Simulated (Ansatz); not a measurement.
An input for Ansatz 0.2.0 (WS2 (Tungstenite)):

```yaml
crystal:
  lattice:
    - [3.1532, 0.0, 0.0]
    - [-1.5766, 2.7307513032, 0.0]
    - [0.0, 0.0, 12.323]
  atoms:
    - { symbol: W, position: [0.3333333333, 0.6666666667, 0.25] }
    - { symbol: W, position: [0.6666666667, 0.3333333333, 0.75] }
    - { symbol: S, position: [0.3333333333, 0.6666666667, 0.6225] }
    - { symbol: S, position: [0.6666666667, 0.3333333333, 0.1225] }
    - { symbol: S, position: [0.3333333333, 0.6666666667, 0.8775] }
    - { symbol: S, position: [0.6666666667, 0.3333333333, 0.3775] }
kpoints:
  mp_grid: { grid: [6, 6, 1] }
hamiltonian:
  xc: pbe
  pseudopotentials: { kind: paw, azcp: { folder: soft_1 } }
scf:
  occupations: { method: fixed }
gw:
  n_empty_bands: 240
  ecut_chi: 100
  qp_bands: [v2, c2]
  qp_kpoints: band_edges
  screening: { model: contour_deformation }
```

```sh
ansatz run input.yaml --threads 3 --pin off --max-ram 92160MiB --backend cuda --events-out ev --progress --plain --runs-dir out --devices 1 --max-vram 13GiB
```

Q: How long will it take on 1 × NVIDIA H100 80GB HBM3 (shared by 6 runs) with 3 threads of AMD EPYC 7R13 (Zen 3), shared host, and how much memory?

It took 16 s; on shared hardware allow 7.8 s to 31 s. Peak host memory was 1.1 GiB. The sizes that set the cost: 2057 plane waves a state, 7 irreducible k points, 266 bands summed, 255 plane waves in the screening and 8 SCF cycles.

The screening grows as filled bands × empty bands × pairs of k points, times the square of the screening basis for the matrix.

[Paths, hosts, dates, memory and timing lines, banners, echoed tables and standing remarks are left out of the program output.]

[Logs are printed without paths, hosts, clocks, repeated set-up lines and the standing remarks that a program may print on its own settings, such as how far it seeks lower states.]

[Runs of the session that timed out or met a known fault of the program may be left out.]

[Cells called generated may have been cut or substituted from an entry of the Crystallography Open Database or the Materials Project.]

[Hosts, paths, dates, database ids (printed as entryN), source tags and the programs' standing remarks are cut or masked in the printed files.]
